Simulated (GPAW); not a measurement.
# Y L₃-edge XANES of YTe (Fm-3m), part 2 of 3

What does one-electron theory with a core hole give for the Y L₃ edge of YTe (Fm-3m)?

GPAW 26.7.0; X-ray absorption from dipole matrix elements to empty bands, plane-wave PAW LDA.

So far. Step 2 (The field without a hole): The mesh shows no gap, so the system is treated as a metal and the core electron is put at the Fermi level (neutral cell). Step 3 (Spectrum without a core hole, ): The program stopped, so this step gives no result.

The database entry behind the starting cell differs from later determinations by our own check (0.1 to 0.3 % short, probably kX units), so it need not match the best structure at ambient conditions.

### 5. Spectrum with XCH, Y atom 2

The holes are 7.4 Å apart. In GPAW the data set carries the hole's charge, so charge=0 means a charged cell and charge=-1 a neutral one. The excited electron is kept in the cell, where it fills the lowest empty states and screens the hole. After the field has converged, empty bands are computed with the density fixed and the dipole matrix elements are summed.

The absorber has 6 Te at 3.04 Å (octahedral, site symmetry m-3m).

The input, xas.py:

```python
import numpy as np
from ase import Atoms
from ase.parallel import parprint, paropen
from gpaw import GPAW, PW, FermiDirac, Mixer, MixerDif, setup_paths
from gpaw.test import gen
setup_paths.insert(0, '.')
gen('Y', name='fch2p', xcname='LDA', corehole=(2, 1, 1), write_xml=True)
from gpaw.mpi import world
world.barrier()

atoms = Atoms('Te6Y6',
    cell=[[-3.04, -3.04, -6.08],
     [-3.04, -3.04, 6.08],
     [-3.04, 6.08, 3.04]],
    scaled_positions=[[0, 0, 0],
     [0.66666667, 0, 0.33333333],
     [0.5, 0.5, 0],
     [0.33333333, 0, 0.66666667],
     [0.16666667, 0.5, 0.33333333],
     [0.83333333, 0.5, 0.66666667],
     [0.25, 0.75, 0],
     [0.91666667, 0.75, 0.33333333],
     [0.75, 0.25, 0],
     [0.58333333, 0.75, 0.66666667],
     [0.41666667, 0.25, 0.33333333],
     [0.08333333, 0.25, 0.66666667]],
    pbc=True)
atoms.calc = calc = GPAW(legacy_gpaw=True, mode=PW(430, force_complex_dtype=True), xc='LDA', setups={6: 'fch2p'},
    kpts={'size': (3, 3, 3), 'gamma': True}, occupations=FermiDirac(0.1),
    charge=-1, mixer=Mixer(0.1, 5, 50), maxiter=150,
    convergence={'density': 0.0001, 'eigenstates': 1e-6}, txt='scf.txt')
energy = atoms.get_potential_energy() + calc.get_reference_energy()
ef = calc.get_fermi_level()
out = dict(energy=energy, fermi=ef, forces=atoms.get_forces().tolist())
parprint(f'all-electron energy {energy:.4f} eV, Fermi level {ef:.4f} eV')
ev = np.array([[calc.get_eigenvalues(k, s) for k in range(len(calc.get_ibz_k_points()))] for s in range(calc.get_number_of_spins())])
out['homo'], out['lumo'], out['counts'] = ev[ev < ef].max(), ev[ev > ef].min(), sorted(set((ev < ef).sum((0, 2)).tolist()))
out['filled'] = (ev[:, 0] < ef).sum(1).tolist()

from ase.units import Ha
from gpaw.xas import dipole_matrix_elements
nb = int(calc.get_number_of_electrons() / 2) + 233
top, nb = nb, nb + 8 + nb // 12
nscf = calc.fixed_density(kpts={'size': (3, 3, 3), 'gamma': True}, nbands=nb,
    convergence={'bands': top, 'eigenstates': 1e-5}, maxiter=60, txt='nscf.txt')
cell = atoms.cell.array
ops = [cell.T @ U.T @ np.linalg.inv(cell.T) for U in nscf.wfs.kd.symmetry.op_scc]
E = np.arange(-6, 34, 0.1)
fwhm = np.interp(E, [4, 25], [1.5, 3.5])
Y, X, zero, highest = 0, 0, 1e9, 1e9
for spin in range(nscf.get_number_of_spins()):
    wfs = nscf.wfs
    A = dipole_matrix_elements(wfs.setups[6])
    eps = np.zeros((wfs.kd.nibzkpts, nb))
    d = np.zeros((3, A.shape[1], wfs.kd.nibzkpts, nb), complex)
    for kpt in wfs.kpt_u:
        if kpt.s == spin and 6 in kpt.P_ani:
            eps[kpt.k] = kpt.eps_n * Ha
            d[:, :, kpt.k] = (kpt.weight * wfs.nspins / 2) ** 0.5 * np.inner(A, kpt.P_ani[6])
    world.sum(eps)
    world.sum(d)
    T = np.einsum('amkn,bmkn->abkn', d, d.conj()).real
    T = sum(np.einsum('ai,ijkn,bj->abkn', R, T, R) for R in ops) / len(ops)
    empty = eps > ef
    zero, highest = min(zero, eps[empty].min()), min(highest, eps[:, top - 1].min())
    lines = [(eps, T, empty)] if spin == 0 else lines + [(eps, T, empty)]
for eps, T, empty in lines:
    f = np.einsum('aakn->akn', T).reshape(3, -1)
    x = eps.ravel() - zero
    w = np.interp(x, E, fwhm) / 2.35482
    g = np.exp(-0.5 * ((E[:, None] - x) / w) ** 2) / (w * (2 * np.pi) ** 0.5)
    Y = Y + (f * empty.ravel()) @ g.T
    X = X + (f * ~empty.ravel()) @ g.T
out.update(E=E.round(2).tolist(), xas=Y.tolist(), xes=X.tolist(), zero=zero, valid=highest - zero, nk=len(eps), nb=nb)
for i in range(0, len(E), 10):
    parprint(f'{E[i]:7.2f}', *(f'{v:10.3e}' for v in Y[:, i]))
import json
with paropen('out.json', 'w') as f:
    json.dump(out, f)
```

Command:

```sh
> OMP_NUM_THREADS=1 mpirun -n 4 gpaw python xas.py
```

Numbers of over 12 decimals in the logs are rounded to 6 here.

The program printed:

```text
Input parameters:
  charge: -1
  convergence: {density: 0.0001,
                eigenstates: 1e-06}
  kpts: {gamma: True,
         size: (3, 3, 3)}
  maxiter: 150
  mixer: {backend: pulay,
          beta: 0.1,
          method: separate,
          nmaxold: 5,
          weight: 50}
  mode: {ecut: 430.0,
         force_complex_dtype: True,
         name: pw}
  occupations: {fixmagmom: False,
                name: fermi-dirac,
                width: 0.1}
  setups: {6: fch2p}

Initialize ...

[... PAW data sets ...]

Reference energy: -1657647.007232  # eV

Spin-paired calculation

[... convergence settings ...]
Symmetries present (total): 2
  [... symmetry matrices ...]

27 k-points: 3 x 3 x 3 Monkhorst-Pack grid
10 k-points in the irreducible part of the Brillouin zone
       k-points in crystal coordinates                weights
   0:     0.00000000    0.00000000    0.00000000          1/27
   1:     0.00000000    0.00000000    0.33333333          2/27
   2:     0.00000000    0.33333333    0.00000000          2/27
   3:     0.00000000    0.33333333    0.33333333          4/27
   4:     0.33333333   -0.33333333    0.00000000          4/27
   5:     0.33333333   -0.33333333    0.33333333          2/27
   6:     0.33333333    0.00000000    0.00000000          4/27
   7:     0.33333333    0.00000000    0.33333333          2/27
   8:     0.33333333    0.33333333    0.00000000          4/27
   9:     0.33333333    0.33333333    0.33333333          2/27

Wave functions: Plane wave expansion
  Cutoff energy: 430.000 eV
  Number of coefficients (min, max): 6782, 6868
  Pulay-stress correction: 0.000000 eV/Ang^3 (de/decut=0.000000)
  Using FFTW library
  Wavefunction extrapolation:
    Improved wavefunction reuse through dual PAW basis

Occupation numbers: Fermi-Dirac:
  width: 0.1000  # eV

Eigensolver
   Davidson(niter=2)

Densities:
  Coarse grid: 36*36*36 grid
  Fine grid: 72*72*72 grid
  Total Charge: 0.000000

Density mixing:
  Method: separate
  Backend: pulay
  Linear mixing parameter: 0.1
  old densities: 5
  Width of damping distribution: 1.1
  Damping of long wavelength oscillations: 50

[... Hamiltonian set-up ...]
Number of atoms: 12
Number of atomic orbitals: 102
Number of bands in calculation: 66
Number of valence electrons: 103
Bands to converge: occupied

... initialized

Initializing position-dependent things.

Density initialized from atomic densities
Creating initial wave functions:
  66 bands from LCAO basis set

                  Y
         Y      Te

               Y  Te

         Te     Y       Te

       Y       Te

                Te
               Y

Atomic positions and initial magnetic moments

Positions:
   0 Te     0.000000    0.000000    0.000000    ( 0.0000,  0.0000,  0.0000)
   1 Te    -3.040000   -0.000000   -3.040000    ( 0.0000,  0.0000,  0.0000)
   2 Te    -3.040000   -3.040000    0.000000    ( 0.0000,  0.0000,  0.0000)
   3 Te    -3.040000    3.040000    0.000000    ( 0.0000,  0.0000,  0.0000)
   4 Te    -3.040000   -0.000000    3.040000    ( 0.0000,  0.0000,  0.0000)
   5 Te    -6.080000    0.000000    0.000000    ( 0.0000,  0.0000,  0.0000)
   6 Y     -3.040000   -3.040000    3.040000    ( 0.0000,  0.0000,  0.0000)
   7 Y     -6.080000   -3.040000   -0.000000    ( 0.0000,  0.0000,  0.0000)
   8 Y     -3.040000   -3.040000   -3.040000    ( 0.0000,  0.0000,  0.0000)
   9 Y     -6.080000    0.000000    3.040000    ( 0.0000,  0.0000,  0.0000)
  10 Y     -3.040000   -0.000000   -0.000000    ( 0.0000,  0.0000,  0.0000)
  11 Y     -3.040000    3.040000    3.040000    ( 0.0000,  0.0000,  0.0000)

Unit cell:
           periodic     x           y           z      points  spacing
  1. axis:    yes   -3.040000   -3.040000   -6.080000    36     0.1713
  2. axis:    yes   -3.040000   -3.040000    6.080000    36     0.1950
  3. axis:    yes   -3.040000    6.080000    3.040000    36     0.1791

  Lengths:   7.446449   7.446449   7.446449
  Angles:   80.405932 120.000000 109.471221

Effective grid spacing dv^(1/3) = 0.1933

iter:   1   -95.824152
iter:   2   -81.641390   -0.72  -0.95
iter:   3   -81.343345   -1.82  -1.44
iter:   4   -81.130198   -1.84  -1.49
iter:   5   -81.122298   -1.79  -1.64
iter:   6   -81.197822   -2.62  -1.97
iter:   7   -81.116714   -3.19  -1.94
iter:   8   -81.102740   -3.04  -2.28
iter:   9   -81.102085c  -3.82  -2.70
iter:  10   -81.102001c  -4.25  -3.08
iter:  11   -81.102028c  -4.62  -3.35
iter:  12   -81.102089c  -5.09  -3.55
iter:  13   -81.102042c  -5.39  -3.65
iter:  14   -81.101993c  -5.68  -3.91
iter:  15   -81.102016c  -6.18c -4.12c

Converged after 15 iterations.

Dipole moment: (0.002703, 0.002703, -0.478768) |e|*Ang

Energy contributions relative to reference atoms: (reference = -1657647.007232)

Kinetic:        +81.175191
Potential:      -74.473403
External:        +0.000000
XC:             -87.452419
Entropy (-ST):   -0.239618
Local:           -0.231576
SIC:             +0.000000
--------------------------
Free energy:    -81.221825
Extrapolated:   -81.102016

Showing only first 2 kpts
 Kpt  Band  Eigenvalues  Occupancy
  0    49      8.10360    1.97241
  0    50      8.10781    1.97123
  0    51      8.59237    0.70033
  0    52      8.67022    0.39662

  1    49      8.32355    1.77587
  1    50      8.60634    0.63815
  1    51      8.81215    0.11292
[...]
Fermi level: 8.53054

No gap
No difference between direct/indirect transitions

Forces in eV/Ang:
  0 Te   -0.00906   -0.00906   -0.35268
  1 Te    0.36054    0.01240   -0.00743
  2 Te    0.00906    0.00906    0.35268
  3 Te    0.01240    0.36054   -0.00743
  4 Te   -0.01240   -0.36054    0.00743
  5 Te   -0.36054   -0.01240    0.00743
  6 Y    -0.00000   -0.00000   -0.00000
  7 Y     0.01029   -0.01029   -0.00000
  8 Y    -0.00000   -0.00000   -0.00000
  9 Y    -0.01029    0.01029   -0.00000
 10 Y     0.08651   -0.08651   -0.00000
 11 Y    -0.08651    0.08651   -0.00000
Scalar-relativistic atomic LDA calculation for Y (Yttrium, Z=39)
Core hole in 2p state (2p occupation: 5.0)
750 radial gridpoints.
|------------------------------------------------|
|------------------------------------------------|
[... the atom generator's iteration count ...]

Energy contributions:
-------------------------
Kinetic:    +3390.169410
XC:          -101.586326
Potential:  -6591.707672
-------------------------
Total:      -3303.124588

state      eigenvalue         ekin         rmax
-----------------------------------------------
1s^2.0 :  -624.020649   785.933785        0.025
2s^2.0 :   -88.104979   159.718374        0.140
2p^5.0 :   -79.278025   154.656858        0.112
3s^2.0 :   -14.821145    41.563665        0.416
3p^6.0 :   -11.851076    38.628153        0.408
3d^10.0:    -6.902769    34.281661        0.347
4s^2.0 :    -2.317952     8.978980        1.088
4p^6.0 :    -1.537864     7.230238        1.182
4d^1.0 :    -0.465087     3.600285        1.531
5s^2.0 :    -0.408502     1.464135        2.930
5p^0.0 :    -0.262947     1.007025        3.543
-----------------------------------------------
(units: Bohr and Hartree)

Generating PAW setup
Kinetic energy of the core from tauc = 3378.447297
Cutoffs:
rc(s)=2.510
rc(p)=2.490
rc(d)=2.430
rc(vbar)=2.450
rc(comp)=2.410
rc(nct)=2.510

Kinetic energy of the core states: 3322.301470
Charge: 1.0
Core electrons: 27.0
Valence electrons: 11.0
Pseudo-core charge: 0.001449
Shape function alpha=1.722
Pseudo-electron charge 6.524097
state    eigenvalue         norm
--------------------------------
4s(2) :    -2.317952     0.579399
5s(2) :    -0.408502     0.963008
4p(6) :    -1.537864     0.451215
5p(0) :    -0.262947     0.957472
4d(1) :    -0.465087     0.730544
*d    :     0.534913
--------------------------------

Diagonalizing with gridspacing h=0.050

state   all-electron     PAW
-------------------------------
4s:      -2.317952    -2.318410
4p:      -1.537864    -1.538528
4d:      -0.465087    -0.465594
*f:                   -0.036509
-------------------------------
all-electron energy -1657728.1092 eV, Fermi level 8.5305 eV
[...]
31.00  1.061e-05  1.061e-05  1.056e-05
  32.00  1.124e-05  1.124e-05  1.123e-05
  33.00  1.167e-05  1.167e-05  1.173e-05
```

Elapsed: 5 min, on 4 MPI ranks of Arm Neoverse V1, shared host; peak memory 0.44 GiB; 20 min of CPU time.

The Y L₃ spectrum, Y atom 2, excited-electron core hole (neutral cell) (energy from the lowest empty level; intensity scaled to a mean of 1 over the first 20 eV):

| E (eV) | intensity |
| --- | --- |
| -2.0 | 0.00 |
| -1.5 | 0.03 |
| -1.0 | 0.21 |
| -0.5 | 0.89 |
| 0.0 | 2.23 |
| 0.5 | 3.75 |
| 1.0 | 4.41 |
| 1.5 | 3.79 |
| 2.0 | 2.67 |
| 2.5 | 1.77 |
| 3.0 | 1.17 |
| 3.5 | 0.76 |
| 4.0 | 0.54 |
| 4.5 | 0.53 |
| 5.0 | 0.65 |
| 5.5 | 0.83 |
| 6.0 | 0.96 |
| 6.5 | 0.94 |
| 7.0 | 0.83 |
| 7.5 | 0.73 |
| 8.0 | 0.67 |
| 8.5 | 0.62 |
| 9.0 | 0.62 |
| 9.5 | 0.65 |
| 10.0 | 0.66 |
| 10.5 | 0.63 |
| 11.0 | 0.58 |
| 11.5 | 0.57 |
| 12.0 | 0.62 |
| 12.5 | 0.69 |
| 13.0 | 0.73 |
| 13.5 | 0.72 |
| 14.0 | 0.69 |
| 14.5 | 0.64 |
| 15.0 | 0.60 |
| 15.5 | 0.57 |
| 16.0 | 0.56 |
| 16.5 | 0.55 |
| 17.0 | 0.53 |
| 17.5 | 0.50 |
| 18.0 | 0.48 |
| 18.5 | 0.47 |
| 19.0 | 0.48 |
| 19.5 | 0.50 |
| 20.0 | 0.53 |
| 20.5 | 0.58 |
| 21.0 | 0.63 |
| 21.5 | 0.69 |
| 22.0 | 0.74 |
| 22.5 | 0.77 |
| 23.0 | 0.78 |
| 23.5 | 0.77 |
| 24.0 | 0.73 |
| 24.5 | 0.69 |
| 25.0 | 0.64 |
| 25.5 | 0.58 |
| 26.0 | 0.54 |
| 26.5 | 0.50 |
| 27.0 | 0.47 |
| 27.5 | 0.45 |
| 28.0 | 0.45 |
| 28.5 | 0.46 |
| 29.0 | 0.47 |
| 29.5 | 0.48 |
| 30.0 | 0.49 |
| 30.5 | 0.51 |
| 31.0 | 0.52 |
| 31.5 | 0.54 |

Main maxima below 30 eV (height): 1.0 eV (4.41), 6.2 eV (0.97), 13.2 eV (0.73) and 23.0 eV (0.78). At an L edge the dipole rule selects empty d (and weakly s) states on the absorber, and the strong line at the onset measures the empty part of its d band.

The energy difference (zero at 2096 eV) isn't read as a photon energy: for so heavy an absorber the terms left out (core spin–orbit splitting, the hole's spin, the functional's error) amount to tens of eV or more.

### 6. Spectrum with FCH, Y atom 2

The holes are 7.4 Å apart. In GPAW the data set carries the hole's charge, so charge=0 means a charged cell and charge=-1 a neutral one. The excited electron is left out and a uniform background balances the charge. After the field has converged, empty bands are computed with the density fixed and the dipole matrix elements are summed.

Changed against the first core-hole run: core hole to FCH.

Edit xas.py of step 5 so:

```diff
@@ -29,3 +29,3 @@
     kpts={'size': (3, 3, 3), 'gamma': True}, occupations=FermiDirac(0.1),
-    charge=-1, mixer=Mixer(0.1, 5, 50), maxiter=150,
+    charge=0, mixer=Mixer(0.1, 5, 50), maxiter=150,
     convergence={'density': 0.0001, 'eigenstates': 1e-6}, txt='scf.txt')
```

The program printed:

```text
Input parameters:
  convergence: {density: 0.0001,
                eigenstates: 1e-06}
  kpts: {gamma: True,
         size: (3, 3, 3)}
  maxiter: 150
  mixer: {backend: pulay,
          beta: 0.1,
          method: separate,
          nmaxold: 5,
          weight: 50}
  mode: {ecut: 430.0,
         force_complex_dtype: True,
         name: pw}
  occupations: {fixmagmom: False,
                name: fermi-dirac,
[...]
*d    :     0.534913
--------------------------------

Diagonalizing with gridspacing h=0.050

state   all-electron     PAW
-------------------------------
4s:      -2.317952    -2.318410
4p:      -1.537864    -1.538528
4d:      -0.465087    -0.465594
*f:                   -0.036509
-------------------------------
all-electron energy -1657736.5812 eV, Fermi level 8.3864 eV
[...]
32.00  1.110e-05  1.110e-05  1.107e-05
  33.00  1.159e-05  1.159e-05  1.164e-05
[key lines of the parts left out:]
Converged after 16 iterations.
Dipole moment: (0.003987, 0.003987, -0.478874) |e|*Ang
Free energy:    -89.682321
Fermi level: 8.38637
```

Wall time 5.1 min (4 MPI ranks); peak memory 0.44 GiB; 20 min of CPU time.

| E (eV) | first run | this run |
| --- | --- | --- |
| -2.0 | 0.00 | 0.00 |
| -1.0 | 0.21 | 0.19 |
| 0.0 | 2.23 | 2.01 |
| 1.0 | 4.41 | 4.43 |
| 2.0 | 2.67 | 2.89 |
| 3.0 | 1.17 | 1.27 |
| 4.0 | 0.54 | 0.57 |
| 5.0 | 0.65 | 0.57 |
| 6.0 | 0.96 | 0.88 |
| 7.0 | 0.83 | 0.85 |
| 8.0 | 0.67 | 0.67 |
| 9.0 | 0.62 | 0.60 |
| 10.0 | 0.66 | 0.64 |
| 11.0 | 0.58 | 0.58 |
| 12.0 | 0.62 | 0.58 |
| 13.0 | 0.73 | 0.70 |
| 14.0 | 0.69 | 0.69 |
| 15.0 | 0.60 | 0.60 |
| 16.0 | 0.56 | 0.55 |
| 17.0 | 0.53 | 0.53 |
| 18.0 | 0.48 | 0.48 |
| 19.0 | 0.48 | 0.47 |
| 20.0 | 0.53 | 0.51 |
| 21.0 | 0.63 | 0.61 |
| 22.0 | 0.74 | 0.71 |
| 23.0 | 0.78 | 0.76 |
| 24.0 | 0.73 | 0.73 |
| 25.0 | 0.64 | 0.65 |
| 26.0 | 0.54 | 0.54 |
| 27.0 | 0.47 | 0.47 |
| 28.0 | 0.45 | 0.44 |
| 29.0 | 0.47 | 0.46 |
| 30.0 | 0.49 | 0.48 |
| 31.0 | 0.52 | 0.51 |

The scaled spectrum changes by 6 % r.m.s. The highest intensity below 24 eV stays at 1.0 eV.

The photon energy of the zero moves by -0.05 eV.

### 7. Supercell without a hole, the energy reference

The cell and mesh change for the next run, so it gets a reference energy of its own.

The input, scf.py:

```python
import numpy as np
from ase import Atoms
from ase.parallel import parprint, paropen
from gpaw import GPAW, PW, FermiDirac, Mixer, MixerDif, setup_paths
from gpaw.test import gen
setup_paths.insert(0, '.')
gen('Y', name='nch2p', xcname='LDA', corehole=(2, 1, 0), write_xml=True)
from gpaw.mpi import world
world.barrier()

atoms = Atoms('Te2Y2',
    cell=[[0, -3.04, -3.04],
     [0, -3.04, 3.04],
     [-6.08, 0, 0]],
    scaled_positions=[[0, 0, 0],
     [0.5, 0.5, 0.5],
     [0, 0, 0.5],
     [0.5, 0.5, 0]],
    pbc=True)
atoms.calc = calc = GPAW(legacy_gpaw=True, mode=PW(430, force_complex_dtype=True), xc='LDA', setups={2: 'nch2p'},
    kpts={'size': (4, 4, 3), 'gamma': True}, occupations=FermiDirac(0.1),
    charge=0, mixer=Mixer(0.1, 5, 50), maxiter=150,
    convergence={'density': 0.0001, 'eigenstates': 1e-6}, txt='scf.txt')
energy = atoms.get_potential_energy() + calc.get_reference_energy()
ef = calc.get_fermi_level()
out = dict(energy=energy, fermi=ef, forces=atoms.get_forces().tolist())
parprint(f'all-electron energy {energy:.4f} eV, Fermi level {ef:.4f} eV')
ev = np.array([[calc.get_eigenvalues(k, s) for k in range(len(calc.get_ibz_k_points()))] for s in range(calc.get_number_of_spins())])
out['homo'], out['lumo'], out['counts'] = ev[ev < ef].max(), ev[ev > ef].min(), sorted(set((ev < ef).sum((0, 2)).tolist()))
out['filled'] = (ev[:, 0] < ef).sum(1).tolist()
import json
with paropen('out.json', 'w') as f:
    json.dump(out, f)
```

Command:

```sh
> OMP_NUM_THREADS=1 mpirun -n 4 gpaw python scf.py
```

The program printed:

```text
Input parameters:
  convergence: {density: 0.0001,
                eigenstates: 1e-06}
  kpts: {gamma: True,
         size: (4, 4, 3)}
  maxiter: 150
  mixer: {backend: pulay,
          beta: 0.1,
          method: separate,
          nmaxold: 5,
          weight: 50}
  mode: {ecut: 430.0,
         force_complex_dtype: True,
         name: pw}
  occupations: {fixmagmom: False,
                name: fermi-dirac,
[...]
5s(2) :    -0.155371     0.971849
4p(6) :    -1.027192     0.548140
5p(0) :    -0.054980     0.976393
4d(1) :    -0.097195     0.865310
*d    :     0.902805
--------------------------------

Diagonalizing with gridspacing h=0.050

state   all-electron     PAW
-------------------------------
4s:      -1.763072    -1.763529
4p:      -1.027192    -1.027856
4d:      -0.097195    -0.097523
*f:                    0.059866
-------------------------------
all-electron energy -553274.5545 eV, Fermi level 8.6123 eV
[key lines of the parts left out:]
Converged after 13 iterations.
Dipole moment: (-0.000000, -0.000000, 0.000000) |e|*Ang
Free energy:    -23.841689
Fermi level: 8.61232
```

It took 7.5 s on 4 MPI ranks; peak memory 0.19 GiB.

(Part 2 of 3 ends here.)

[Banner, clock and machine lines of the logs are left out without a mark of their own.]

[Logs are printed without paths, hosts, clocks, repeated set-up lines and the standing remarks that a program may print on its own settings, such as how far it seeks lower states.]

[Hosts, paths, dates, database ids (printed as entryN), source tags and the programs' standing remarks are cut or masked in the printed files.]

[Lists of maxima count a maximum above −3 eV only where it reaches 4 % of the highest in the window and stands out from its surroundings by 2 % of it (1.5 % where it reaches 55 %); shoulders and weaker maxima are passed over, and of the rest the first, up to two pre-edge ones and the few strongest are named.]
